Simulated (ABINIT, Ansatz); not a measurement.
# KBe (Pm-3m): from the cell to the phonon bands, part 2 of 4

How does KBe (Pm-3m) vibrate, and is this structure a minimum?

ABINIT 10.8.3; DFT PBEsol, scalar-relativistic, plane waves, PseudoDojo norm-conserving pseudopotentials.

So far. Step 5 (Relaxing the cell and atoms): The volume changes by +2.6 % in this run and stands -19.3 % from the first cell. Step 6 (Ground state): The cell stands at -0.25 GPa: the relaxation ran with a smoothed and higher cutoff, and the difference is a stress of the finite basis. The relaxed cell has a = 3.943 Å (conventional setting).

The structure was built from a prototype and need not be the compound's stable phase.

## (7) Zone-centre response

At q = 0 one unit cell holds all displacements. The response is solved for single atoms along the cell's directions, and symmetry skips those that follow from others. The crystal is treated as a metal, which screens a static field, so no field response is asked.

dfpt_gamma.abi

```

# common to the responses
getwfk_filepath "gso_WFK"
kptopt 2
nqpt 1
qpt 0.0 0.0 0.0
asr 0
chneut 0

# displacements
rfphon 1
rfatpol 1 2
rfdir 1 1 1
tolvrs 1.0d-10
prtwf 0
prtpot 1

# basis, mesh and filling
ecut 38.0
ngkpt 8 8 8
nshiftk 1
shiftk 0.0 0.0 0.0
istwfk *1
occopt 3
tsmear 0.01
nband 12
nstep 100
diemac 1000000.0
prtebands 0
prtgsr 0
useylm 1

# cell and atoms
acell 7.451604681 7.451604681 7.451604681
rprim 
    1.0 0.0 0.0
    0.0 1.0 0.0
    0.0 0.0 1.0
ntypat 2
znucl 4 19
natom 2
typat 1 2
xred 
    0.0 0.0 0.0
    0.5 0.5 0.5
pp_dirpath "./pseudo"
pseudos "Be.upf, K.upf"
```

Command:

```sh
$ OMP_NUM_THREADS=1 mpirun -n 4 abinit dfpt_gamma.abi > dfpt_gamma.log
```

Numbers of over 12 decimals in the logs are rounded to 6 here.

dfpt_gamma.abo, the main output file:

```text
[banners, grids, parts of the stress and lines that vanish by symmetry left out]
- input  file    -> dfpt_gamma.abi
- output file    -> dfpt_gamma.abo
- root for input  files -> dfpt_gammai
- root for output files -> dfpt_gammao

 Symmetries : space group Pm -3 m (#221); Bravais cP (primitive cubic)
================================================================================
 Values of the parameters that define the memory need of the present run (RF).
     intxc =       0      iscf =       7    lmnmax =      18     lnmax =       6
     mgfft =      45  mpssoang =       3    mqgrid =    3001     natom =       2
  nloc_mem =       1    nspden =       1   nspinor =       1    nsppol =       1
      nsym =      48    n1xccc =    2501    ntypat =       2    occopt =       3
   xclevel =       2
-    mband =          12        mffmem =           1         mkmem =          65
-   mkqmem =          65        mk1mem =          65           mpw =        4680
      nfft =       91125          nkpt =         260
- my_mband =          12
================================================================================
================================================================================

--------------------------------------------------------------------------------
------------- Echo of variables that govern the present computation ------------
--------------------------------------------------------------------------------
-
- outvars: echo of selected default values
-   iomode0 =  0 , fftalg0 =312 , wfoptalg0 =  0
-
- outvars: echo of global parameters not present in the input file
-  max_nthreads =    1
-
 -outvars: echo values of preprocessed input variables
 [... echo left out ...]
================================================================================

 chkinp: Checking input parameters for consistency.

[...]
== DATASET  1 ==================================================================
-   mpi_nproc: 4, omp_nthreads: 1 (-1 if OMP is not activated)

--- !DatasetInfo
iteration_state: {dtset: 1, }
dimensions: {natom: 2, nkpt: 260, mband: 12, nsppol: 1, nspinor: 1, nspden: 1, mpw: 4680, }
cutoff_energies: {ecut:  38.0, pawecutdg:  -1.0, }
electrons: {nelect:   1.30000000E+01, charge:   0.00000000E+00, occopt:   3.00000000E+00, tsmear:   1.00000000E-02, }
meta: {optdriver: 1, rfphon: 1, }
...

 mkfilename: getwfk from: gso_WFK

 Real(R)+Recip(G) space primitive vectors, cartesian coordinates (Bohr,Bohr^-1):
 R(1)=  7.4516047  0.0000000  0.0000000  G(1)=  0.1341993  0.0000000  0.0000000
 R(2)=  0.0000000  7.4516047  0.0000000  G(2)=  0.0000000  0.1341993  0.0000000
 R(3)=  0.0000000  0.0000000  7.4516047  G(3)=  0.0000000  0.0000000  0.1341993
 Unit cell volume ucvol=  4.1376087E+02 bohr^3
 Angles (23,13,12)=  9.00000000E+01  9.00000000E+01  9.00000000E+01 degrees
 setup1 : take into account q-point for computing boxcut.

 getcut: wavevector=  0.0000  0.0000  0.0000  ngfft=  45  45  45
         ecut(hartree)=     38.000   => boxcut(ratio)=   2.12787

--- Pseudopotential description ------------------------------------------------
- pspini: atom type   1  psp file is ./pseudo/Be.upf

- pspini: atom type   2  psp file is ./pseudo/K.upf

   1.58443501E+02                                ecore*ucvol(ha*bohr**3)
--------------------------------------------------------------------------------

 ==>  initialize data related to q vector <==

 The list of irreducible perturbations for this q vector is:
    1)    idir= 1    ipert=   1
    2)    idir= 1    ipert=   2

[...]
The perturbation idir=   2  ipert=   1 is
 symmetric of a previously calculated perturbation.
 So, its SCF calculation is not needed.

 The perturbation idir=   3  ipert=   1 is
 symmetric of a previously calculated perturbation.
 So, its SCF calculation is not needed.

 The perturbation idir=   2  ipert=   2 is
 symmetric of a previously calculated perturbation.
 So, its SCF calculation is not needed.

 The perturbation idir=   3  ipert=   2 is
 symmetric of a previously calculated perturbation.
 So, its SCF calculation is not needed.

--------------------------------------------------------------------------------
 Perturbation wavevector (in red.coord.)   0.000000  0.000000  0.000000
 Perturbation : displacement of atom   1   along direction   1
 Found     8 symmetries that leave the perturbation invariant.

[...]
dfpt_looppert : total number of electrons, from k and k+q
  fully or partially occupied states are    1.300000E+01 and    1.300000E+01.
 Initialisation of the first-order wave-functions :
  ireadwf=   0

--- !BeginCycle
iteration_state: {dtset: 1, }
solver: {iscf: 7, nstep: 100, nline: 4, wfoptalg: 0, }
tolerances: {tolvrs: 1.00E-10, }
...

     iter   2DEtotal(Ha)        deltaE(Ha) residm    vres2
-ETOT  1   2.689171     -4.533E+03 9.672E+01 2.259E+02
 ETOT  2  0.721385     -1.968E+00 3.678E-02 1.379E+01
 ETOT  3  0.718047     -3.337E-03 6.471E-04 9.316E-01
 ETOT  4  0.717727     -3.206E-04 2.623E-05 1.602E-01
 ETOT  5  0.717653     -7.401E-05 1.088E-05 1.033E-03
[...]
At SCF step   10       vres2   =  1.49E-11 < tolvrs=  1.00E-10 =>converged.
[...]
Mean square residual over all n,k,spin=   11.424E-14; max=  21.405E-12

 Thirteen components of 2nd-order total energy (hartree) are
 1,2,3: 0th-order hamiltonian combined with 1st-order wavefunctions
     kin0=   4.12599320E+03 eigvalue=   1.88061832E+03  local=  -1.21283129E+03
 4,5,6: 1st-order hamiltonian combined with 1st and 0th-order wfs
 loc psp =  -1.57906142E+03  Hartree=   7.49173723E+02     xc=  -3.36407912E+02
 note that "loc psp" includes a xc core correction that could be resolved
 7,8,9: eventually, occupation + non-local contributions
    edocc=   1.35360544E+02     enl0=  -8.07005044E+02   enl1=  -7.49074167E+03
 1-9 gives the relaxation energy (to be shifted if some occ is /=2.0)
   erelax=  -4.53490154E+03
 10,11,12 Non-relaxation  contributions : frozen-wavefunctions and Ewald
 fr.local=   7.68304131E+02 fr.nonlo=   3.74707829E+03  Ewald=   2.02367750E+01
 13,14 Frozen wf xc core corrections (1) and (2)
 frxc 1  =   0.00000000E+00  frxc 2 =   0.00000000E+00
 Resulting in :
 2DEtotal=    0.7176526985E+00 Ha. Also 2DEtotal=    0.195283247681E+02 eV
    (2DErelax=   -4.5349015435E+03 Ha. 2DEnonrelax=    4.5356191962E+03 Ha)
    (  non-var. 2DEtotal :    7.1765282357E-01 Ha)

[...]
Perturbation wavevector (in red.coord.)   0.000000  0.000000  0.000000
 Perturbation : displacement of atom   2   along direction   1
 Found     8 symmetries that leave the perturbation invariant.

--------------------------------------------------------------------------------

--------------------------------------------------------------------------------

 dfpt_looppert : total number of electrons, from k and k+q
  fully or partially occupied states are    1.300000E+01 and    1.300000E+01.
 Initialisation of the first-order wave-functions :
  ireadwf=   0

--- !BeginCycle
iteration_state: {dtset: 1, }
solver: {iscf: 7, nstep: 100, nline: 4, wfoptalg: 0, }
tolerances: {tolvrs: 1.00E-10, }
...

     iter   2DEtotal(Ha)        deltaE(Ha) residm    vres2
-ETOT  1   2.954526     -1.813E+03 9.395E+00 1.886E+02
[...]
ETOT  9  0.737164      2.319E-11 3.795E-09 5.571E-09
 ETOT 10  0.737164      2.456E-11 5.827E-10 8.013E-12

 At SCF step   10       vres2   =  8.01E-12 < tolvrs=  1.00E-10 =>converged.
[...]
Mean square residual over all n,k,spin=   12.863E-13; max=  58.274E-11

 Thirteen components of 2nd-order total energy (hartree) are
 1,2,3: 0th-order hamiltonian combined with 1st-order wavefunctions
     kin0=   1.63342132E+03 eigvalue=   2.30153696E+02  local=  -1.55261266E+03
 4,5,6: 1st-order hamiltonian combined with 1st and 0th-order wfs
 loc psp =  -1.63909269E+03  Hartree=   4.90007652E+02     xc=  -1.22551768E+02
 note that "loc psp" includes a xc core correction that could be resolved
 7,8,9: eventually, occupation + non-local contributions
    edocc=   9.14101215E+01     enl0=   1.04534625E+03   enl1=  -1.99125655E+03
 1-9 gives the relaxation energy (to be shifted if some occ is /=2.0)
   erelax=  -1.81517462E+03
 10,11,12 Non-relaxation  contributions : frozen-wavefunctions and Ewald
 fr.local=   8.21754351E+02 fr.nonlo=   9.96715004E+02  Ewald=   2.02367750E+01
 13,14 Frozen wf xc core corrections (1) and (2)
 frxc 1  =  -1.39277371E+02  frxc 2 =   1.16483023E+02
 Resulting in :
 2DEtotal=    0.7371641505E+00 Ha. Also 2DEtotal=    0.200592584262E+02 eV
    (2DErelax=   -1.8151746182E+03 Ha. 2DEnonrelax=    1.8159117824E+03 Ha)
    (  non-var. 2DEtotal :    7.3716368804E-01 Ha)

[...]
---- first-order wavefunction calculations are completed ----

 ==> Compute Derivative Database <==

 [... matrices left out ...]
  Phonon wavevector (reduced coordinates) :  0.00000  0.00000  0.00000
 Phonon energies in Hartree :
   3.209868E-05  3.209868E-05  3.209868E-05  9.858851E-04  9.858851E-04
   9.858851E-04
 Phonon frequencies in cm-1    :
-  7.044847E+00  7.044847E+00  7.044847E+00  2.163768E+02  2.163768E+02
-  2.163768E+02

== END DATASET(S) ==============================================================
================================================================================

 -outvars: echo values of variables after computation
            acell      7.4516046810E+00  7.4516046810E+00  7.4516046810E+00 Bohr
           etotal      7.3716415051E-01
            fcart      0.0000000000E+00  0.0000000000E+00  0.0000000000E+00
           strten      0.0000000000E+00  0.0000000000E+00  0.0000000000E+00
================================================================================
```

It took 57 s on 4 MPI ranks of Arm Neoverse V2, shared host.

Numbers from this step:

```yaml
largest_acoustic_frequency_at_the_zone_centre_before_the_sum_rule: 7.04 cm⁻¹
highest_optical_zone_centre_mode_no_lo_to_term: 216.4 cm⁻¹
lowest_optical_zone_centre_mode: 216.4 cm⁻¹
```

The acoustic modes at Γ come out as far as 7.0 cm⁻¹ from zero, where they should vanish, a small numerical error.

## (8) Linear response on the mesh

Linear response treats each wavevector of the 2×2×2 mesh in the unit cell; the first-order potentials are kept for the electron-phonon matrix elements.

dfpt_q.abi

```
ndtset 3

# wavevectors
qpt1 0.5 0.0 0.0
qpt2 0.5 0.5 0.0
qpt3 0.5 0.5 0.5

# displacements
getwfk_filepath "gso_WFK"
getwfq_filepath "gso_WFK"
kptopt 3
nqpt 1
rfphon 1
rfatpol 1 2
rfdir 1 1 1
tolvrs 1.0d-10
prtwf 0
prtpot 1

# basis, mesh and filling
ecut 38.0
ngkpt 8 8 8
nshiftk 1
shiftk 0.0 0.0 0.0
istwfk *1
occopt 3
tsmear 0.01
nband 12
nstep 100
diemac 1000000.0
prtebands 0
prtgsr 0
useylm 1

# cell and atoms
acell 7.451604681 7.451604681 7.451604681
rprim 
    1.0 0.0 0.0
    0.0 1.0 0.0
    0.0 0.0 1.0
ntypat 2
znucl 4 19
natom 2
typat 1 2
xred 
    0.0 0.0 0.0
    0.5 0.5 0.5
pp_dirpath "./pseudo"
pseudos "Be.upf, K.upf"
```

Command:

```sh
$ OMP_NUM_THREADS=1 mpirun -n 4 abinit dfpt_q.abi > dfpt_q.log
```

dfpt_q.abo, the main output file:

```text
[banners, grids, parts of the stress and lines that vanish by symmetry left out]
- input  file    -> dfpt_q.abi
- output file    -> dfpt_q.abo
- root for input  files -> dfpt_qi
[...]
DATASET    1 : space group Pm -3 m (#221); Bravais cP (primitive cubic)
[...]
nfft =       91125          nkpt =         512
[...]
DATASET    2 : space group Pm -3 m (#221); Bravais cP (primitive cubic)
[...]
nfft =       91125          nkpt =         512
[...]
DATASET    3 : space group Pm -3 m (#221); Bravais cP (primitive cubic)
[...]
nfft =       91125          nkpt =         512
[...]
== DATASET  1 ==================================================================
[...]
cutoff_energies: {ecut:  38.0, pawecutdg:  -1.0, }
[...]
Perturbation : displacement of atom   1   along direction   1
[...]
-ETOT  1   2.660451     -4.563E+03 9.672E+01 1.488E+04
 ETOT  2 -8.92935283436600E-02 -2.750E+00 2.058E-02 8.565E+02
 ETOT  3 -0.125270     -3.598E-02 2.399E-03 1.519E+02
 ETOT  4 -0.131897     -6.626E-03 3.300E-04 1.552E+01
 ETOT  5 -0.132647     -7.499E-04 1.462E-04 5.728E-02
[...]
At SCF step   12       vres2   =  3.48E-11 < tolvrs=  1.00E-10 =>converged.
[...]
Perturbation : displacement of atom   1   along direction   2
[...]
-ETOT  1   2.737357     -4.531E+03 9.672E+01 1.391E+02
[...]
At SCF step   11       vres2   =  7.15E-11 < tolvrs=  1.00E-10 =>converged.
[...]
Perturbation : displacement of atom   2   along direction   1
[...]
-ETOT  1   10.995507484312     -1.956E+03 9.933E+00 1.126E+05
[...]
At SCF step   12       vres2   =  4.54E-11 < tolvrs=  1.00E-10 =>converged.
[...]
Perturbation : displacement of atom   2   along direction   2
[...]
-ETOT  1   2.995373     -1.806E+03 9.439E+00 2.409E+02
[...]
At SCF step   11       vres2   =  8.59E-11 < tolvrs=  1.00E-10 =>converged.
[...]
Phonon wavevector (reduced coordinates) :  0.50000  0.00000  0.00000
 Phonon energies in Hartree :
[...]
Phonon frequencies in cm-1    :
- -8.369565E+01  9.160066E+01  9.160066E+01  1.249918E+02  2.045775E+02
-  2.045775E+02
[...]
== DATASET  2 ==================================================================
[...]
cutoff_energies: {ecut:  38.0, pawecutdg:  -1.0, }
[...]
Perturbation : displacement of atom   1   along direction   1
[...]
-ETOT  1   2.202130     -4.548E+03 9.672E+01 3.018E+03
[...]
Perturbation : displacement of atom   1   along direction   3
[...]
-ETOT  1   2.852298     -4.530E+03 9.672E+01 9.645E+01
[...]
Perturbation : displacement of atom   2   along direction   1
[...]
-ETOT  1   3.733825     -1.887E+03 9.948E+00 2.393E+03
[...]
Perturbation : displacement of atom   2   along direction   3
[...]
-ETOT  1   3.089631     -1.800E+03 9.427E+00 2.457E+02
[...]
Phonon wavevector (reduced coordinates) :  0.50000  0.50000  0.00000
 Phonon energies in Hartree :
[...]
Phonon frequencies in cm-1    :
- -1.217719E+02 -1.217719E+02  8.774487E+01  1.594519E+02  1.594519E+02
-  2.199999E+02
[...]
== DATASET  3 ==================================================================
[...]
cutoff_energies: {ecut:  38.0, pawecutdg:  -1.0, }
[...]
Perturbation : displacement of atom   1   along direction   1
[...]
-ETOT  1   2.106306     -4.543E+03 9.672E+01 1.112E+03
[...]
At SCF step   11       vres2   =  3.76E-11 < tolvrs=  1.00E-10 =>converged.
[...]
Perturbation : displacement of atom   2   along direction   1
[...]
-ETOT  1   3.476187     -1.858E+03 9.919E+00 1.138E+02
[...]
ETOT 10   1.320197     -1.364E-12 8.716E-10 2.879E-10
 ETOT 11   1.320197     -2.751E-11 2.022E-10 5.876E-12
 At SCF step   11       vres2   =  5.88E-12 < tolvrs=  1.00E-10 =>converged.
[...]
Phonon wavevector (reduced coordinates) :  0.50000  0.50000  0.50000
 Phonon energies in Hartree :
[...]
Phonon frequencies in cm-1    :
- -1.996916E+01 -1.996916E+01 -1.996916E+01  1.267637E+02  1.267637E+02
-  1.267637E+02
[...]
strten2     0.0000000000E+00  0.0000000000E+00  0.0000000000E+00
           strten3     0.0000000000E+00  0.0000000000E+00  0.0000000000E+00
================================================================================
```

Run time: 18 min. Hardware: 4 MPI ranks; 70 min of CPU time.

Read from the output:

```yaml
lowest_mode_on_the_q_mesh_acoustic_ones_at_the_zone_centre_apart: -121.8 cm⁻¹
```

Frequencies (cm⁻¹) before the sum rule at the irreducible wavevectors but Γ, which is solved apart; negative means imaginary. Frequencies by wavevector:

| q (fractions) | star | mode 1 | mode 2 | mode 3 | mode 4 | mode 5 | mode 6 |
| --- | --- | --- | --- | --- | --- | --- | --- |
| 0.5 0 0 | 3 | -83.7 | 91.6 | 91.6 | 125 | 204.6 | 204.6 |
| 0.5 0.5 0 | 3 | -121.8 | -121.8 | 87.74 | 159.4 | 159.4 | 220 |
| 0.5 0.5 0.5 | 1 | -19.97 | -19.97 | -19.97 | 126.8 | 126.8 | 126.8 |

(Part 2 of 4 ends here.)

[Host names and launcher messages were left out of these logs when they were recorded.]

[Logs are printed without paths, hosts, clocks, repeated set-up lines and the standing remarks that a program may print on its own settings, such as how far it seeks lower states.]

[Hosts, paths, dates, database ids (printed as entryN), source tags and the programs' standing remarks are cut or masked in the printed files.]
